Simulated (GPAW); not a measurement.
Entries from a set of simulations; values are calculated unless marked as measured.

```
Quasiparticle gap of Sb (buckled honeycomb monolayer) in GPAW
1.0
     3.98874    0.00000    0.00000
    -1.99437    3.45435    0.00000
     0.00000    0.00000   12.50000
Sb
2
Direct
  0.33333 0.66667 0.43488
  0.66667 0.33333 0.56512
# method: DFT, LDA, plane waves, PAW (and 1 further level or step)
# program: GPAW 26.7.0
# settings of one run: cutoff 550 eV, GPAW PAW setups 1.2.1 data release, 9×9×1 k-mesh
# cost: 5 runs, 3.5 min in all on 4 MPI ranks of Arm Neoverse V1, shared host (the runs of this entry)
# notes: Values taken over the cell’s volume include its vacuum. The start is a generated structure, not a measured one. Limits: no spin-orbit coupling. Bands and cutoff are finite, so the gap is not at the basis limit. The miss can reach some tenths of an eV and take either sign; the mesh is an error of its own.
# LDA gap: 1.06 eV, indirect
# G0W0 gap on the mesh: 1.81 eV
# GW settings: 6×6×1 mesh, 130 bands, screening to 48 eV, full frequency, Hilbert transform
# known limits: not at the basis limit; no spin-orbit coupling
```

[Paths, hosts, dates, memory and timing lines, banners, echoed tables and standing remarks are left out of the program output.]

[Logs are printed without paths, hosts, clocks, repeated set-up lines and the standing remarks that a program may print on its own settings, such as how far it seeks lower states.]

[Runs of the session that timed out or met a known fault of the program may be left out.]

[Hosts, paths, dates, database ids (printed as entryN), source tags and the programs' standing remarks are cut or masked in the printed files.]
